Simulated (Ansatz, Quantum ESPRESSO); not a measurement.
# Ballistic transmission: Pb(111) with two reversed steps (an extrinsic fault), part 2 of 4

Wanted: the transmission near the Fermi level and the conductance of this junction: Pb(111) with two reversed steps (an extrinsic fault).

Quantum ESPRESSO 7.5; plane-wave DFT, PBE, GBRV ultrasoft pseudopotentials; cross-check by Ansatz 0.2.0 with PAW datasets.

So far. Step 2 (Self-consistent run): The run needed 8 iterations to bring the estimated error under 1e-07 Ry; the largest force on any atom, held or free, is 0.07 eV/Å.

### 3. Transmission with pwcond.x

Level of this step: transmission by pwcond, lead and junction from one cell; plane-wave DFT, PBE, GBRV ultrasoft pseudopotentials (Quantum ESPRESSO).

prefixt takes both regions from one run: the lead from 0 to bdl, the scattering region from bdl to bds (units of alat). ikind = 1 puts the same lead on both sides. The program's T_tot counts both spins in a run without spin; the tables below give T per spin.

Contents of cond.in:

```
&inputcond
  outdir = './out'
  prefixt = 'scf'
  tran_file = 'cond.dat'
  bdl = 2.4494897422
  bds = 13.0639452936
  ikind = 1
  ewind = 4.0
  epsproj = 1e-05
  nz1 = 7
  energy0 = 0.4
  denergy = -0.4
/
10
  0.00000000 0.00000000 0.01562500
  0.00000000 0.12500000 0.09375000
  0.00000000 0.25000000 0.09375000
  0.00000000 0.37500000 0.09375000
  0.00000000 0.50000000 0.04687500
  0.12500000 0.25000000 0.09375000
  0.12500000 0.37500000 0.18750000
  0.12500000 0.50000000 0.18750000
  0.25000000 0.50000000 0.09375000
  0.25000000 0.62500000 0.09375000
3
```

Run with:

```console
OMP_NUM_THREADS=1 mpirun -n 4 pwcond.x -in cond.in > cond.out
```

Output:

```text
[banner, memory and clock lines left out]
Program PWCOND v.7.5 starts

          URL

     ./out/scf.save/

     IMPORTANT: XC functional enforced from input :
     Exchange-correlation= PBE
                           (   1   4   3   4   0   0   0)
     Any further DFT definition will be discarded
     Please, verify this is what you really want

     Check: negative core charge=   -0.000009

     negative rho (up, down):  2.451E-01 0.000E+00
     Reading collected, re-writing distributed wavefunctions

===== INPUT FILE containing all the regions =====

     GEOMETRY:

     lattice parameter (alat)  =       6.7213  a.u.
     the volume                =    3435.2674 (a.u.)^3
     the cross section         =      39.1232 (a.u.)^2
     l of the unit cell        =      13.0639 (alat)
     number of atoms/cell      =           16
     number of atomic types    =            1

     crystal axes: (cart. coord. in units of alat)
               a(1) = (  1.0000  0.0000  0.0000 )
               a(2) = (  0.5000  0.8660  0.0000 )
               a(3) = (  0.0000  0.0000 13.0639 )

   Cartesian axes

     site n.     atom                  positions (alat units)
          1        Pb     tau(  1)=(  0.0000  0.0000 13.0639  )
          2        Pb     tau(  2)=(  0.5000  0.2887  0.8165  )
          3        Pb     tau(  3)=(  1.0000  0.5774  1.6330  )
          4        Pb     tau(  4)=(  0.0000  0.0000  2.4495  )
          5        Pb     tau(  5)=(  0.5000  0.2887  3.2660  )
          6        Pb     tau(  6)=(  1.0000  0.5774  4.0825  )
          7        Pb     tau(  7)=(  0.5000  0.2887  4.8990  )
          8        Pb     tau(  8)=(  0.0000  0.0000  5.7155  )
          9        Pb     tau(  9)=(  0.5000  0.2887  6.5320  )
         10        Pb     tau( 10)=(  1.0000  0.5774  7.3485  )
         11        Pb     tau( 11)=(  0.0000  0.0000  8.1650  )
         12        Pb     tau( 12)=(  0.5000  0.2887  8.9815  )
         13        Pb     tau( 13)=(  1.0000  0.5774  9.7980  )
         14        Pb     tau( 14)=(  0.0000  0.0000 10.6145  )
         15        Pb     tau( 15)=(  0.5000  0.2887 11.4310  )
         16        Pb     tau( 16)=(  1.0000  0.5774 12.2474  )

     nr1s                      =           27
     nr2s                      =           27
     nr3s                      =          360
     nr1sx                     =           27
     nr2sx                     =           27
     nr3sx                     =          360
     nr1                       =           36
     nr2                       =           36
     nr3                       =          400
     nr1x                      =           36
     nr2x                      =           36
     nr3x                      =          400

 _______________________________
  Radii of nonlocal spheres:

     type       ibeta     ang. mom.          radius (alat units)
       Pb         1         0                    0.3458
       Pb         2         0                    0.3458
       Pb         3         1                    0.3458
       Pb         4         1                    0.3458
       Pb         5         2                    0.3458
       Pb         6         2                    0.3458
----- General information -----

--- T calc. with identical leads (ikind=1) ---

     nrx                       =           27
     nry                       =           27
     nz1                       =            7

     energy0               =         4.0E-01
     denergy               =        -4.0E-01
     nenergy               =          3
     ecut2d                =         4.0E+01
     ewind                 =         4.0E+00
     epsproj               =         1.0E-05

     number of k_|| points=   10
                       cryst. coord.
        k(    1) = (   0.0000000   0.0000000), wk =   0.0156250
        k(    2) = (   0.0000000   0.1250000), wk =   0.0937500
        k(    3) = (   0.0000000   0.2500000), wk =   0.0937500
        k(    4) = (   0.0000000   0.3750000), wk =   0.0937500
        k(    5) = (   0.0000000   0.5000000), wk =   0.0468750
        k(    6) = (   0.1250000   0.2500000), wk =   0.0937500
        k(    7) = (   0.1250000   0.3750000), wk =   0.1875000
        k(    8) = (   0.1250000   0.5000000), wk =   0.1875000
        k(    9) = (   0.2500000   0.5000000), wk =   0.0937500
        k(   10) = (   0.2500000   0.6250000), wk =   0.0937500
----- Information about left/right lead -----

     nocros                   =           18
     noins                    =           36
     norb                     =           72
     norbf                    =          252
     nrz                      =           67

      iorb      type   ibeta   ang. mom.   m       position (alat)
        1        1       1        0        1   taunew(   1)=(  0.0000  0.0000  0.0000)
        2        1       2        0        1   taunew(   2)=(  0.0000  0.0000  0.0000)
        3        1       3        1        1   taunew(   3)=(  0.0000  0.0000  0.0000)
        4        1       3        1        2   taunew(   4)=(  0.0000  0.0000  0.0000)
        5        1       3        1        3   taunew(   5)=(  0.0000  0.0000  0.0000)
        6        1       4        1        1   taunew(   6)=(  0.0000  0.0000  0.0000)
        7        1       4        1        2   taunew(   7)=(  0.0000  0.0000  0.0000)
        8        1       4        1        3   taunew(   8)=(  0.0000  0.0000  0.0000)
        9        1       5        2        1   taunew(   9)=(  0.0000  0.0000  0.0000)
       10        1       5        2        2   taunew(  10)=(  0.0000  0.0000  0.0000)
       11        1       5        2        3   taunew(  11)=(  0.0000  0.0000  0.0000)
       12        1       5        2        4   taunew(  12)=(  0.0000  0.0000  0.0000)
       13        1       5        2        5   taunew(  13)=(  0.0000  0.0000  0.0000)
       14        1       6        2        1   taunew(  14)=(  0.0000  0.0000  0.0000)
       15        1       6        2        2   taunew(  15)=(  0.0000  0.0000  0.0000)
       16        1       6        2        3   taunew(  16)=(  0.0000  0.0000  0.0000)
       17        1       6        2        4   taunew(  17)=(  0.0000  0.0000  0.0000)
       18        1       6        2        5   taunew(  18)=(  0.0000  0.0000  0.0000)
       19        1       1        0        1   taunew(  19)=(  0.5000  0.2887  0.8165)
       20        1       2        0        1   taunew(  20)=(  0.5000  0.2887  0.8165)
       21        1       3        1        1   taunew(  21)=(  0.5000  0.2887  0.8165)
       22        1       3        1        2   taunew(  22)=(  0.5000  0.2887  0.8165)
       23        1       3        1        3   taunew(  23)=(  0.5000  0.2887  0.8165)
[...]
211        1       5        2        5   taunew( 211)=(  0.5000  0.2887  8.9815)
      212        1       6        2        1   taunew( 212)=(  0.5000  0.2887  8.9815)
      213        1       6        2        2   taunew( 213)=(  0.5000  0.2887  8.9815)
      214        1       6        2        3   taunew( 214)=(  0.5000  0.2887  8.9815)
      215        1       6        2        4   taunew( 215)=(  0.5000  0.2887  8.9815)
      216        1       6        2        5   taunew( 216)=(  0.5000  0.2887  8.9815)
      217        1       1        0        1   taunew( 217)=(  1.0000  0.5774  9.7980)
      218        1       2        0        1   taunew( 218)=(  1.0000  0.5774  9.7980)
      219        1       3        1        1   taunew( 219)=(  1.0000  0.5774  9.7980)
      220        1       3        1        2   taunew( 220)=(  1.0000  0.5774  9.7980)
      221        1       3        1        3   taunew( 221)=(  1.0000  0.5774  9.7980)
      222        1       4        1        1   taunew( 222)=(  1.0000  0.5774  9.7980)
      223        1       4        1        2   taunew( 223)=(  1.0000  0.5774  9.7980)
      224        1       4        1        3   taunew( 224)=(  1.0000  0.5774  9.7980)
      225        1       5        2        1   taunew( 225)=(  1.0000  0.5774  9.7980)
      226        1       5        2        2   taunew( 226)=(  1.0000  0.5774  9.7980)
      227        1       5        2        3   taunew( 227)=(  1.0000  0.5774  9.7980)
      228        1       5        2        4   taunew( 228)=(  1.0000  0.5774  9.7980)
      229        1       5        2        5   taunew( 229)=(  1.0000  0.5774  9.7980)
      230        1       6        2        1   taunew( 230)=(  1.0000  0.5774  9.7980)
      231        1       6        2        2   taunew( 231)=(  1.0000  0.5774  9.7980)
      232        1       6        2        3   taunew( 232)=(  1.0000  0.5774  9.7980)
      233        1       6        2        4   taunew( 233)=(  1.0000  0.5774  9.7980)
      234        1       6        2        5   taunew( 234)=(  1.0000  0.5774  9.7980)
      235        1       1        0        1   taunew( 235)=(  0.0000  0.0000 10.6145)
      236        1       2        0        1   taunew( 236)=(  0.0000  0.0000 10.6145)
      237        1       3        1        1   taunew( 237)=(  0.0000  0.0000 10.6145)
      238        1       3        1        2   taunew( 238)=(  0.0000  0.0000 10.6145)
      239        1       3        1        3   taunew( 239)=(  0.0000  0.0000 10.6145)
      240        1       4        1        1   taunew( 240)=(  0.0000  0.0000 10.6145)
      241        1       4        1        2   taunew( 241)=(  0.0000  0.0000 10.6145)
      242        1       4        1        3   taunew( 242)=(  0.0000  0.0000 10.6145)
      243        1       5        2        1   taunew( 243)=(  0.0000  0.0000 10.6145)
      244        1       5        2        2   taunew( 244)=(  0.0000  0.0000 10.6145)
      245        1       5        2        3   taunew( 245)=(  0.0000  0.0000 10.6145)
      246        1       5        2        4   taunew( 246)=(  0.0000  0.0000 10.6145)
      247        1       5        2        5   taunew( 247)=(  0.0000  0.0000 10.6145)
      248        1       6        2        1   taunew( 248)=(  0.0000  0.0000 10.6145)
      249        1       6        2        2   taunew( 249)=(  0.0000  0.0000 10.6145)
      250        1       6        2        3   taunew( 250)=(  0.0000  0.0000 10.6145)
      251        1       6        2        4   taunew( 251)=(  0.0000  0.0000 10.6145)
      252        1       6        2        5   taunew( 252)=(  0.0000  0.0000 10.6145)
 ngper, shell number =          121          15
 ngper, n2d =          121         107
---  E-Ef =    0.4000000  k =    0.0000000   0.0000000
---  ie =          1  ik =          1
 Nchannels of the left tip =            1
 Right moving states:
   k1(2pi/a)   k2(2pi/a)   E-Ef (eV)
   0.2209259   0.0000039   0.4000000
 Left moving states:
   k1(2pi/a)   k2(2pi/a)   E-Ef (eV)
  -0.2209259   0.0000039   0.4000000

 to transmit
 Band j to band i transmissions and reflections:
    j         i     |T_ij|^2    |R_ij|^2

    1 -->     1     0.99996     0.00004
   Total T_j, R_j =    0.99996  0.00004

E-Ef(ev), T(x2 spins) =    0.4000000   1.9999266
---  E-Ef =    0.0000000  k =    0.0000000   0.0000000
---  ie =          2  ik =          1
 Nchannels of the left tip =            1
 Right moving states:
   k1(2pi/a)   k2(2pi/a)   E-Ef (eV)
   0.1768642   0.0000038   0.0000000
 Left moving states:
   k1(2pi/a)   k2(2pi/a)   E-Ef (eV)
  -0.1768642   0.0000038   0.0000000

 to transmit
 Band j to band i transmissions and reflections:
    j         i     |T_ij|^2    |R_ij|^2

    1 -->     1     0.99999     0.00001
   Total T_j, R_j =    0.99999  0.00001

E-Ef(ev), T(x2 spins) =    0.0000000   1.9999822
---  E-Ef =   -0.4000000  k =    0.0000000   0.0000000
---  ie =          3  ik =          1
 Nchannels of the left tip =            1
 Right moving states:
   k1(2pi/a)   k2(2pi/a)   E-Ef (eV)
   0.1317392   0.0000038  -0.4000000
 Left moving states:
   k1(2pi/a)   k2(2pi/a)   E-Ef (eV)
  -0.1317392   0.0000038  -0.4000000

 to transmit
 Band j to band i transmissions and reflections:
    j         i     |T_ij|^2    |R_ij|^2

    1 -->     1     0.99999     0.00001
   Total T_j, R_j =    0.99999  0.00001

E-Ef(ev), T(x2 spins) =   -0.4000000   1.9999883
 ngper, shell number =          121          63
 ngper, n2d =          121         107
[... further energies and points left out ...]
---  E-Ef =    0.4000000  k =    0.2500000   0.6250000
---  ie =          1  ik =         10
 Nchannels of the left tip =            1
 Right moving states:
   k1(2pi/a)   k2(2pi/a)   E-Ef (eV)
   0.1973026   0.0000073   0.4000000
 Left moving states:
   k1(2pi/a)   k2(2pi/a)   E-Ef (eV)
  -0.1973026   0.0000073   0.4000000

 to transmit
 Band j to band i transmissions and reflections:
    j         i     |T_ij|^2    |R_ij|^2

    1 -->     1     0.99504     0.00496
   Total T_j, R_j =    0.99504  0.00496

E-Ef(ev), T(x2 spins) =    0.4000000   1.9900811
---  E-Ef =    0.0000000  k =    0.2500000   0.6250000
---  ie =          2  ik =         10
 Nchannels of the left tip =            1
 Right moving states:
   k1(2pi/a)   k2(2pi/a)   E-Ef (eV)
   0.0997212   0.0000072   0.0000000
 Left moving states:
   k1(2pi/a)   k2(2pi/a)   E-Ef (eV)
  -0.0997212   0.0000072   0.0000000

 to transmit
 Band j to band i transmissions and reflections:
    j         i     |T_ij|^2    |R_ij|^2

    1 -->     1     0.97601     0.02399
   Total T_j, R_j =    0.97601  0.02399

E-Ef(ev), T(x2 spins) =    0.0000000   1.9520125
---  E-Ef =   -0.4000000  k =    0.2500000   0.6250000
---  ie =          3  ik =         10
 Nchannels of the left tip =            3
 Right moving states:
   k1(2pi/a)   k2(2pi/a)   E-Ef (eV)
  -0.0065874   0.0000072  -0.4000000
   0.3875326   0.0000088  -0.4000000
   0.4422070   0.0000065  -0.4000000
 Left moving states:
   k1(2pi/a)   k2(2pi/a)   E-Ef (eV)
   0.0065873   0.0000072  -0.4000000
  -0.3875326   0.0000088  -0.4000000
  -0.4422071   0.0000065  -0.4000000

 to transmit
 Band j to band i transmissions and reflections:
    j         i     |T_ij|^2    |R_ij|^2

    1 -->     1     0.41000     0.12426
    1 -->     2     0.11115     0.08497
    1 -->     3     0.14953     0.12009
   Total T_j, R_j =    0.67068  0.32932

    2 -->     1     0.10418     0.08497
    2 -->     2     0.16479     0.04765
    2 -->     3     0.23867     0.35974
   Total T_j, R_j =    0.50764  0.49236

    3 -->     1     0.17732     0.12009
    3 -->     2     0.22746     0.35974
    3 -->     3     0.07739     0.03799
   Total T_j, R_j =    0.48217  0.51783

E-Ef(ev), T(x2 spins) =   -0.4000000   3.3209830
   T_tot     0.40000      0.23030E+01
   T_tot     0.00000      0.20547E+01
   T_tot    -0.40000      0.24778E+01

Note: The following floating-point exceptions are signalling: IEEE_UNDERFLOW_FLAG
Note: The following floating-point exceptions are signalling: IEEE_UNDERFLOW_FLAG
Note: The following floating-point exceptions are signalling: IEEE_UNDERFLOW_FLAG
Note: The following floating-point exceptions are signalling: IEEE_UNDERFLOW_FLAG
```

It took 1.9 min on 4 MPI ranks of Arm Neoverse V2, shared host; peak memory 0.4 GiB.

Read from the output:

| Quantity | Value |
| --- | --- |
| lead channels at the Fermi level, one spin | 1.141 |
| transmission at the Fermi level, one spin | 1.027 |
| conductance | 1.027 G₀ |

Per spin; mean over the k mesh across the current. The open channels, zone mean by energy, zero at the Fermi level:

| energy (eV) | open channels, zone mean |
| --- | --- |
| -0.400 | 1.42 |
| 0.000 | 1.14 |
| 0.400 | 1.33 |

Per spin; mean over the k mesh across the current. The transmission, zone mean by energy, zero at the Fermi level:

| energy (eV) | transmission, zone mean |
| --- | --- |
| -0.400 | 1.24 |
| 0.000 | 1.03 |
| 0.400 | 1.15 |

At 0.000 eV; k in fractions of b1, b2. Transmission by k point:

| k1 | k2 | weight | t | channels |
| --- | --- | --- | --- | --- |
| 0 | 0 | 0.01562 | 1 | 1 |
| 0 | 0.125 | 0.09375 | 1 | 1 |
| 0 | 0.25 | 0.09375 | 0.2559 | 1 |
| 0 | 0.375 | 0.09375 | 0.9987 | 1 |
| 0 | 0.5 | 0.04688 | 0 | 0 |
| 0.125 | 0.25 | 0.09375 | 0.9989 | 1 |
| 0.125 | 0.375 | 0.1875 | 1.931 | 2 |
| 0.125 | 0.5 | 0.1875 | 0.9988 | 1 |
| 0.25 | 0.5 | 0.09375 | 0.7034 | 1 |
| 0.25 | 0.625 | 0.09375 | 0.976 | 1 |

The program's own clock; routines nest. Time by routine:

| routine | wall time (s) | calls |
| --- | --- | --- |
| PWCOND | 113.3 | 1 |
| scatter_forw | 92.31 | 60 |
| local | 9.83 | 10 |
| compbs | 8.33 | 30 |
| compbs_2 | 7.01 | 30 |
| init | 0.56 | 1 |
| poten | 0.07 | 1 |

At no point does T exceed the number of channels.

(Part 2 of 4 ends here.)

[Logs are printed without paths, hosts, clocks, repeated set-up lines and the standing remarks that a program may print on its own settings, such as how far it seeks lower states.]

[Hosts, paths, dates, database ids (printed as entryN), source tags and the programs' standing remarks are cut or masked in the printed files.]

[Maps of the electrostatic potential energy from Ansatz leave out the sawtooth potential of an applied field or a dipole correction, so their vacuum need not be flat; planar profiles and work functions include it.]
